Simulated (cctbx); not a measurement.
**Finding the light atoms**

Cell a = 8.1260 Å, b = 7.1910 Å, c = 7.4070 Å, α = 90.00°, β = 114.46°, γ = 90.00°; space group P2_1/c (no. 14); content Br8 Sc2 Li4. The heavier atoms are placed; Li is still missing.

Simulated single-crystal data (cctbx): Mo Kα, λ = 0.71073 Å, to d = 0.8 Å, 95 % of the full sphere, strongest reflection 5000 counts, noise from counting, a 2 % proportional error and a noise floor of 2 counts (s.d.); no absorption.

Refinement without Li (map in e/Å³):

```text
Rint 0.040, 805 unique reflections to 0.80 A
cycle     R1     wR2    GooF  max shift (A)
   1  0.0856  0.1795   3.993   0.02753
   2  0.0428  0.0916   2.037   0.00000
final R1 0.0428 wR2 0.0916 GooF 2.037  parameters 9  data/parameter 89.4
atom        x        y        z      Ueq    occ   su(xyz)  su(Uiso or U11)
Br1    0.87845  0.34598  0.27417   0.0167  1.000  0.00011  0.0002
Br2    0.34907  0.14296  0.77564   0.0169  1.000  0.00012  0.0002
Sc1    0.00000  0.00000  0.50000   0.0202  1.000  0.00000  0.0005
difference map: max 5.12 min -1.46 rms 0.29
Q1    0.3500  0.0313  0.1241    4    5.18  2.57 A from Br2
Q2    0.3210  0.1329  0.7011    4    1.34  0.51 A from Br2
Q3    0.3873  0.1611  0.8437    4    1.27  0.49 A from Br2
Q4    0.1441  0.6286  0.7926    4    0.97  0.49 A from Br1
Q5    0.0086  0.0719  0.5121    4    0.95  0.52 A from Sc1
Q6    0.0987  0.6959  0.6544    4    0.94  0.57 A from Br1
Q7    0.1293  0.6532  0.0295    4    0.65  1.47 A from Sc1
Q8    0.0497  0.7202  0.2739    4    0.55  1.21 A from Br1
```

The data are simulated with cctbx, not measured: neutrons of λ = 0.95 Å, to d = 0.8 Å, 95 % of the full sphere, strongest reflection 5000 counts, noise from counting, a 2 % proportional error and a noise floor of 2 counts (s.d.); no absorption.

Refinement without Li (map in fm/Å³; only maxima are listed):

```text
Rint 0.032, 805 unique reflections to 0.80 A
cycle     R1     wR2    GooF  max shift (A)
   1  0.1512  0.3439  10.410   0.05542
   2  0.1106  0.2440   7.387   0.00002
final R1 0.1106 wR2 0.2440 GooF 7.387  parameters 9  data/parameter 89.4
atom        x        y        z      Ueq    occ   su(xyz)  su(Uiso or U11)
Br1    0.87859  0.34623  0.27383   0.0154  1.000  0.00035  0.0006
Br2    0.34906  0.14374  0.77556   0.0157  1.000  0.00035  0.0006
Sc1    0.00000  0.00000  0.50000   0.0194  1.000  0.00000  0.0006
difference map: max 2.03 min -8.08 rms 0.34
Q1    0.0000  0.0000  0.5000    2    2.03  0.00 A from Sc1
Q2    0.1181  0.6685  0.6996    4    1.17  0.21 A from Br1
Q3    0.3594  0.1312  0.7887    4    1.14  0.13 A from Br2
Q4    0.4323  0.0316  0.0936    4    0.77  2.06 A from Br2
Q5    0.2444  0.0278  0.1000    4    0.62  2.09 A from Br1
Q6    0.3777  0.1121  0.2068    4    0.61  1.87 A from Br2
Q7    0.3224  0.1408  0.0797    4    0.52  2.07 A from Br2
Q8    0.3001  0.5670  0.5710    4    0.52  2.28 A from Br1
```

**Question.** Where is Li, and which data fix it better?

Li sits at (0.6503, 0.9680, 0.8737). Adding it takes R1 from 0.043 to 0.026 with X-rays and from 0.111 to 0.027 with neutrons. Its largest coordinate s.u. is 0.00158 with X-rays and 0.00047 with neutrons, so neutrons fix it better in these data. In the X-ray map Q1 marks it. No listed neutron peak is on it. Natural Li has a negative scattering length, so it shows as a hole in the neutron map (minimum -8.1), not among the maxima.

Final neutron refinement:

```text
Rint 0.032, 805 unique reflections to 0.80 A
cycle     R1     wR2    GooF  max shift (A)
   1  0.1067  0.2491   7.560   0.05356
   2  0.0274  0.0644   1.955   0.00004
final R1 0.0274 wR2 0.0644 GooF 1.955  parameters 13  data/parameter 61.9
atom        x        y        z      Ueq    occ   su(xyz)  su(Uiso or U11)
Br1    0.87854  0.34599  0.27407   0.0170  1.000  0.00009  0.0002
Br2    0.34904  0.14293  0.77560   0.0172  1.000  0.00009  0.0002
Sc1    0.00000  0.00000  0.50000   0.0208  1.000  0.00000  0.0002
Li1    0.65040  0.96804  0.87347   0.0362  1.000  0.00047  0.0006
difference map: max 0.92 min -1.12 rms 0.08
Q1    0.0122  0.0701  0.5163    4    1.06  0.52 A from Sc1
Q2    0.3970  0.1650  0.8386    4    0.46  0.49 A from Br2
Q3    0.0976  0.6878  0.6570    4    0.36  0.52 A from Br1
Q4    0.3190  0.1261  0.7019    4    0.35  0.51 A from Br2
Q5    0.1469  0.6211  0.7909    4    0.35  0.50 A from Br1
Q6    0.1323  0.5371  0.1172    4    0.31  1.10 A from Sc1
```

This is a model crystal, built by substitution and not relaxed, with assumed displacement parameters.

[Middle refinement cycles are left out of these outputs.]

[Logs are printed without paths, hosts, clocks, repeated set-up lines and the standing remarks that a program may print on its own settings, such as how far it seeks lower states.]
